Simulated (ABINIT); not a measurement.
# Calculated records

## MgO (Fm-3m): a self-consistent loop beyond G0W0, cycle by cycle

The structure is cubic, space group Fm-3m (No. 225). Conventional cell: a = 4.194 Å, b = 4.194 Å, c = 4.194 Å, α = 90.00°, β = 90.00°, γ = 90.00°. Mg has 6 O at 2.10 Å nearest. Nearest to O lie 6 Mg at 2.10 Å. Farther neighbours, and contacts between anions beyond the nearest, are not listed.

| Item | Value |
| --- | --- |
| method | RPA screening on PBE from quasiparticle energies and orbitals, plane waves, norm-conserving pseudopotentials (and 4 further levels or steps) |
| program | ABINIT 10.8.3 |
| settings | cutoff 38 Ha, PseudoDojo scalar-relativistic 0.4.1 standard, norm-conserving, ngkpt (6, 6, 6), nband 92, ecuteps 8 Ha, gwcalctyp 27, nfreqre 1, inclvkb 2, shiftk (0, 0, 0), symchi 1, awtr 1, frequency static, cycle 7, q points all but q = 0, 6×6×6 k-mesh |
| cost | 22 runs, 20 min in all on 4 MPI ranks of Arm Neoverse V1, shared host |
| notes | The cell and positions are those that the Materials Project relaxed with its own functionals (PBE, PBE+U or r2SCAN), kept fixed. |
| G0W0 | 7.194 eV |
| self-consistent COHSEX, cycle 1 | 9.159 eV |
| self-consistent COHSEX, cycle 2 | 10.121 eV |
| self-consistent COHSEX, cycle 3 | 10.242 eV |
| self-consistent COHSEX, cycle 4 | 10.151 eV |
| self-consistent COHSEX, cycle 5 | 10.050 eV |
| self-consistent COHSEX, cycle 6 | 9.998 eV |
| self-consistent COHSEX, cycle 7 | 9.987 eV |
| known limits | short of the basis limit |

Only the bands that the input lists are updated; the higher empty ones keep the functional's energies. Self-consistent COHSEX ends at 9.99 eV, +2.79 eV from G0W0, after 7 cycles that took 19 min beside the first screening; the last moved the gap by 0.011 eV.

[Paths, hosts, dates, memory and timing lines, banners, echoed tables and standing remarks are left out of the program output; an Ansatz launch command may be rebuilt from the run's recorded settings. Measured values are a selection of at most five: reports struck by readers or far from the other reports are left out. None is set beside runs whose start may be inverted or whose files or cutoffs have a known fault.]

[Runs of the session that timed out or met a known fault of the program may be left out.]

[Hosts, paths, dates, database ids (printed as entryN), source tags and the programs' standing remarks are cut or masked in the printed files.]

[G0W0 gaps are taken among the corrected bands and points alone; a level outside them can change the order at an edge.]

[Where Ansatz stands beside ABINIT at settings called matched, ABINIT's density can come from a denser mesh and the files from another edition; pairs whose starting gaps differed by over 0.03 eV were left out, so agreement reads better than it is.]
